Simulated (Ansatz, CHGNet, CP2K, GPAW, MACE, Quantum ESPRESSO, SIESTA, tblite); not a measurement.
# GPAW on random packing of 64Li2S-20P2S5-16LiCl (mol %) (91 atoms): settings against a plane-wave reference

How near does GPAW come to plane waves for random packing of 64Li2S-20P2S5-16LiCl (mol %) (91 atoms)?

Program: GPAW 26.7.0. Level of theory: the method is named at each step. Results are calculated unless marked as measured.

### Step 1. The starting structure

The cell holds 91 atoms: 36 Li, 41 S, 10 P and 4 Cl. Its edges and angles: a = 12.227 Å, b = 12.227 Å, c = 12.227 Å, α = 90.0°, β = 90.0°, γ = 90.0°. 91 atoms (36 Li, 41 S, 10 P, 4 Cl) packed at random in a cube at 1.83 g/cm³ and pushed apart as soft spheres, cations and anions kept from their own kind; a start for melting by ab initio MD, not an equilibrated structure. Then every atom was moved at random, 0.03 Å r.m.s. a Cartesian component.

The yardstick, on the same geometry:

| Item | Value |
| --- | --- |
| method | Kohn-Sham DFT, PBE, SSSP efficiency 1.3.0 pseudopotentials, plane waves (Quantum ESPRESSO 7.5); sssp-pbe-1.3.0-efficiency, cutoffs 45/360 Ry, Γ point |
| r.m.s. force component | 0.6083 eV/Å |
| longest force | 3.37 eV/Å |
| pressure | -1.242 GPa |
| time | 8.1 min on 4 MPI ranks of Arm Neoverse V2, shared host |
| CPU time | 32 min |

### Step 2. PBE, LCAO dzp, h 0.2 Å

Method: Kohn-Sham DFT, PBE, PAW, atomic orbitals (dzp).

The input, run.py:

```python
import numpy as np
from ase.io import read
from gpaw import GPAW, FermiDirac

atoms = read("structure.xyz")
atoms.calc = GPAW(
    mode="lcao",
    basis="dzp",
    h=0.2,
    xc="PBE",
    kpts={"size": (1, 1, 1), "gamma": True},
    occupations=FermiDirac(0.05),
    maxiter=200,
    symmetry={"point_group": False},
    txt="gpaw.txt",
)
energy = atoms.get_potential_energy(force_consistent=True)
forces = atoms.get_forces()
print(f"energy {energy:.6f} eV")
print("forces (eV/A)")
for i, (a, f) in enumerate(zip(atoms, forces)):
    print(f"{i:4d} {a.symbol:2s} {f[0]:10.5f} {f[1]:10.5f} {f[2]:10.5f}")
print(f"Fermi level {atoms.calc.get_fermi_level():.4f} eV")
for k in range(len(atoms.calc.get_ibz_k_points())):
    for s in range(atoms.calc.get_number_of_spins()):
        e = atoms.calc.get_eigenvalues(kpt=k, spin=s)
        n = np.searchsorted(e, atoms.calc.get_fermi_level())
        print(f"k {k} spin {s} levels about the Fermi level:", np.round(e[max(n - 6, 0):n], 4).tolist(), "|", np.round(e[n:n + 6], 4).tolist())
```

The input, structure.xyz:

```xyz
91
Lattice="12.22750 0.00000 0.00000 0.00000 12.22750 0.00000 0.00000 0.00000 12.22750" Properties=species:S:1:pos:R:3 pbc="T T T"
Li 2.27187 9.95429 2.25231
Li 1.71014 11.66797 8.35040
Li 3.39130 9.06437 8.54604
Li 10.11471 10.13305 10.55661
Li 9.65679 3.42945 5.72761
Li 6.97567 9.03441 11.63422
Li 6.42592 8.41790 3.91182
Li 10.38433 3.48557 2.81122
Li 5.97264 7.02507 7.54449
Li 0.39519 0.92293 3.75812
Li 1.93219 4.03080 1.73423
Li 5.10290 4.27021 2.35220
Li 3.63242 5.48037 9.81819
Li 1.11894 8.14290 0.12741
Li 9.26514 9.98119 1.18680
Li 3.93273 6.54929 4.08337
Li 9.88899 3.66238 10.17890
Li 10.32417 6.64051 8.08568
Li 2.31540 1.05743 12.02318
Li 11.96559 10.30986 4.67787
Li 4.28733 4.72140 6.45918
Li 7.08376 10.14711 8.46779
Li 9.57169 6.67108 5.04384
Li 7.30825 1.42573 5.50482
Li 7.90239 4.10330 1.18460
Li 11.44971 12.01560 0.31889
Li 7.89322 2.46519 8.31054
Li 8.53638 10.18697 5.81454
Li 5.58552 11.64449 0.02458
Li 0.75444 4.64792 9.55542
Li 5.49467 10.58681 5.81711
Li 8.47500 0.33124 11.97733
Li 1.43893 5.15132 5.14056
Li 4.27424 0.42796 9.75706
Li 11.05146 8.11380 2.78066
Li 11.75393 5.64593 1.11955
S 11.58262 1.87778 9.56398
S 3.92906 8.64973 3.34337
S 7.28796 0.07838 7.37734
S 1.14058 11.88648 5.49259
S 9.39573 10.81669 3.72988
S 9.65924 9.96822 8.31005
S 12.18849 3.90693 11.92609
S 7.57848 1.85149 2.31295
S 11.69047 2.62891 4.99946
S 3.73587 11.49813 1.46706
S 12.11464 8.91800 10.29519
S 2.32665 1.53871 9.14458
S 3.93774 7.09623 6.24165
S 0.96597 0.59841 1.55265
S 3.69992 11.17227 7.08584
S 7.69599 4.04363 6.62877
S 5.18801 10.58522 9.70240
S 7.53397 5.02135 10.05785
S 11.01844 4.92609 6.73809
S 9.40539 2.60409 12.20512
[... 31 atom lines left out ...]
Cl 6.47055 10.06115 1.32448
Cl 10.62778 0.03864 6.67646
Cl 0.64121 6.84471 2.82541
Cl 8.48014 7.85140 3.45207
```

Launch:

```bash
> OMP_NUM_THREADS=1 python run.py > output.txt
```

Output:

```text
energy -305.700090 eV
forces (eV/A)
   0 Li   -0.43167   -0.44704   -0.35494
   1 Li   -0.47471   -0.57627   -0.24108
   2 Li   -0.21115    0.11068    0.01831
   3 Li    0.11754   -0.12502   -0.23745
   4 Li   -0.02553   -0.60181   -0.39928
   5 Li   -0.42240   -0.25795    0.25526
   6 Li   -0.46849    0.13263    0.04739
   7 Li    0.11742   -0.68647    0.13175
   8 Li    0.06325   -0.27783    0.19654
   9 Li   -0.19737    0.21552   -0.30387
  10 Li   -0.02901   -0.63104   -0.60136
  11 Li    0.38778    0.24440   -0.10100
  12 Li   -1.08541    0.10040   -0.19641
  13 Li   -0.05585   -0.24015    0.08392
  14 Li   -0.30519   -0.35891    1.04754
  15 Li    0.37585   -0.80437   -0.27832
  16 Li    0.39134    0.17926    0.19915
  17 Li   -0.15314    0.67776    0.43434
  18 Li    0.11493   -0.31098   -0.15532
  19 Li   -0.18689    0.35111   -0.01628
  20 Li   -0.19462   -0.36449    0.24525
  21 Li    0.29421    0.33286   -0.69712
  22 Li   -0.33474   -0.20281    0.55899
  23 Li   -0.20897    0.35864   -0.41701
[...]
83 P    -0.14664   -0.64799   -0.20055
  84 P     1.19879    0.75866    1.97150
  85 P     0.56555   -0.62390    0.30893
  86 P     1.35053    0.73920   -3.34289
  87 Cl    1.48381    0.00295   -0.18672
  88 Cl   -0.03195   -0.23960    0.19711
  89 Cl   -0.40533   -0.49077   -0.02443
  90 Cl    0.44576    0.08284   -1.28859
Fermi level 2.6127 eV
k 0 spin 0 levels about the Fermi level: [2.3838, 2.4437, 2.494, 2.5412, 2.5908, 2.5982] | [2.6217, 2.6531, 2.6904, 2.7237, 2.7397, 2.7903]
```

gpaw.txt:

```text
Input parameters:
  mode=LCAO(),
  basis={'default': 'dzp'},
  h=0.2,
  kpts=MonkhorstPack(size=(1, 1, 1), gamma=True),
  maxiter=200,
  occupations=Occupations(name='fermi-dirac', width=0.05, fixmagmom=False),
  symmetry=Symmetry(point_group=False),
  xc=XC(name='PBE')
Unit cell  # Å
| periodic |         x |         y |         z |   lengths |    angles |
|----------|-----------|-----------|-----------|-----------|-----------|
|      yes | 12.227500 |  0.000000 |  0.000000 | 12.227500 | 90.000000 |
|      yes |  0.000000 | 12.227500 |  0.000000 | 12.227500 | 90.000000 |
|      yes |  0.000000 |  0.000000 | 12.227500 | 12.227500 | 90.000000 |
Number of symmetries: 1
Symmetry operations  # r_c * U_cc + t_c -> r_c
|   | kind |            matrix            |
|---|------|------------------------------|
| 0 |  E   |  1, 0, 0,  0, 1, 0,  0, 0, 1 |
BZ-sampling:
  Number of BZ points: 1
  Number of IBZ points: 1
  Monkhorst-Pack size: [1, 1, 1]
  Monkhorst-Pack shift: [0, 0, 0]
[... lines left out ...]
  Fermi-Dirac:
[... lines left out ...]
    Stencil: 6*3+1=19 point O(h^6) finite-difference Laplacian
xc functional:
  name: PBE with 2 nearest neighbor stencil
interpolation: tri-quintic # 5. degree polynomial
Initialization done in: 8.275 s
convergence criteria:
- Maximum [total energy] change in last 3 cyles: 0.0005 eV / valence electron
- Maximum integral of absolute [dens]ity change: 0.0001 electrons / valence electron
- Maximum integral of absolute [eigenst]ate change: 4e-08 eV^2 / valence electron
maximum number of iterations: 200
SCF iterations
|iter     |      energy | eigst |  dens |
|---------|-------------|-------|-------|
|iter:   1| -322.982670 |      c|       |
|iter:   2| -314.546828 |      c| -0.94 |
|iter:   3| -316.929553 |      c| -1.04 |
|iter:   4| -307.964819 |      c| -1.05 |
[...]
|iter:  10| -305.514668 |      c| -1.75 |
|iter:  11| -305.474527 |      c| -2.01 |
|iter:  12| -305.488083c|      c| -2.20 |
|iter:  13| -305.461881c|      c| -2.23 |
|iter:  14| -305.459759c|      c| -2.45 |
[...]
|iter:  24| -305.449009c|      c| -3.80 |
|iter:  25| -305.449126c|      c| -3.92 |
|iter:  26| -305.449106c|      c| -4.03c|
Converged in 26 steps
SCF loop duration: 203.000 s (7.808 s/step)
Energy contributions relative to reference atoms: (reference = -595711.711498)
Energy contributions:
  Kinetic:         369.195314
  Coulomb:        -359.708269
  Zero:              2.128640
  External:          0.000000
  Xc:             -316.813807
  Entropy:          -0.501968
  Spinorbit:         0.000000
  ----------------------------
  Free energy:    -305.700090
  Extrapolated:   -305.449106
dipole moment: (12.905210, -68.853905, 33.161612)  # |e|*Ang
Fermi level: 2.613
Eigenvalues  # (at kpt = [0.000, 0.000, 0.000])
| band index |      eig [eV] | occ [0-2] |
|------------|---------------|-----------|
|          0 |       -13.718 |     2.000 |
|        ... |               |           |
|        172 |         2.322 |     1.994 |
|        173 |         2.358 |     1.988 |
[...]
|        187 |         2.877 |     0.010 |
|        ... |               |           |
|        219 |         6.633 |     0.000 |
Gap: 0.024 eV
Transition (v -> c):
  (s=0, k=0, n=179, [0.00, 0.00, 0.00]) -> (s=0, k=0, n=180, [0.00, 0.00, 0.00])
No difference between direct/indirect transitions
Force computation time: 16.678  # s
timing:  # [seconds]
  Total:  227.983  # ━━━━━━━━━━━━━━━━━━━━━━━━━━━━━━━━━━━━━━━━━━━━━━━━━━━━━━━━
  Init:     8.274  # ━━
  SCF:    203.000  # ━━━━━━━━━━━━━━━━━━━━━━━━━━━━━━━━━━━━━━━━━━━━━━━━━━
  Forces:  16.678  # ━━━━
```

Elapsed: 3.8 min, on 1 thread of Arm Neoverse V2, shared host; peak memory 1.5 GiB.

Banners, paths, timers and routine set-up lines are dropped from the logs unmarked, and long logs keep their key lines alone; longer cuts are marked.

Numbers from this run, and their distance from the reference:

| Item | Value |
| --- | --- |
| r.m.s. force component | 0.6454 eV/Å |
| r.m.s. difference of force components | 141.8 meV/Å |
| longest difference of force vectors | 724.2 meV/Å |
| force difference over r.m.s. force | 23.31 % |
| slope of forces against the reference's | 1.036 |
| correlation of force components | 0.9761 |

Length of the force difference by element (eV/Å):

```
element  atoms  mean  most
     Cl      4  0.16  0.22
     Li     36  0.15  0.25
      P     10  0.35  0.49
      S     41  0.23  0.72
```

A closer look about P87, which bears the longest force: 9 atoms, nearest first, numbered in the order of the input, with positions taken from that point.

```
atom      x      y      z  distance (Å)     Fx     Fy  Fz (eV/Å)
 P87   0.00   0.00   0.00          0.00   1.35   0.74      -3.34
 S72  -1.17  -0.84   1.34          1.97  -0.99  -1.36       2.88
 S65   1.37   1.51  -0.74          2.17   1.21  -0.44       0.41
 S54   1.41  -1.65  -0.21          2.18   0.04  -0.43      -0.05
 Li9  -0.15   0.36  -2.73          2.75   0.06  -0.28       0.20
Li13  -2.49  -1.19  -0.45          2.80  -1.09   0.10      -0.20
 Li6   0.85   2.37   1.36          2.86  -0.42  -0.26       0.26
 P79  -0.07  -2.90   0.84          3.02  -0.58   0.06      -0.53
 S61   1.37  -0.14   2.89          3.21   0.68  -0.77      -0.55
```

Atoms are counted from 1 here, from 0 in the log.

Forces lie 23 % from the reference's, at 0.12 times its CPU time (on 1 against 4 cores).

### Step 3. Outcome

| Property | Result |
| --- | --- |
| force difference from the reference | GPAW PBE, LCAO dzp, h 0.2 Å, 23 % |
| its CPU time | 3.8 min |

What this shows: The PBE run in local orbitals differs by 23 % (GPAW PBE, LCAO dzp, h 0.2 Å); basis, grid and potentials can all enter. One electronic-structure run takes under half the reference's CPU time: GPAW PBE, LCAO dzp, h 0.2 Å, at 23 % in 3.8 min against 32 min. The potentials hold different valence shells: 432 electrons in the reference, 360 in GPAW; this bears on time and differences. The electronic-structure runs sample only Γ, in a cell whose shortest periodic width is 12 Å, which is coarse for a cell with partly filled levels.

[Also dropped from logs without a mark: logging warnings of Python, and SIESTA's first energy breakdown and zero terms.]

[Logs are printed without paths, hosts, clocks, repeated set-up lines and the standing remarks that a program may print on its own settings, such as how far it seeks lower states.]

[Hosts, paths, dates, database ids (printed as entryN), source tags and the programs' standing remarks are cut or masked in the printed files.]
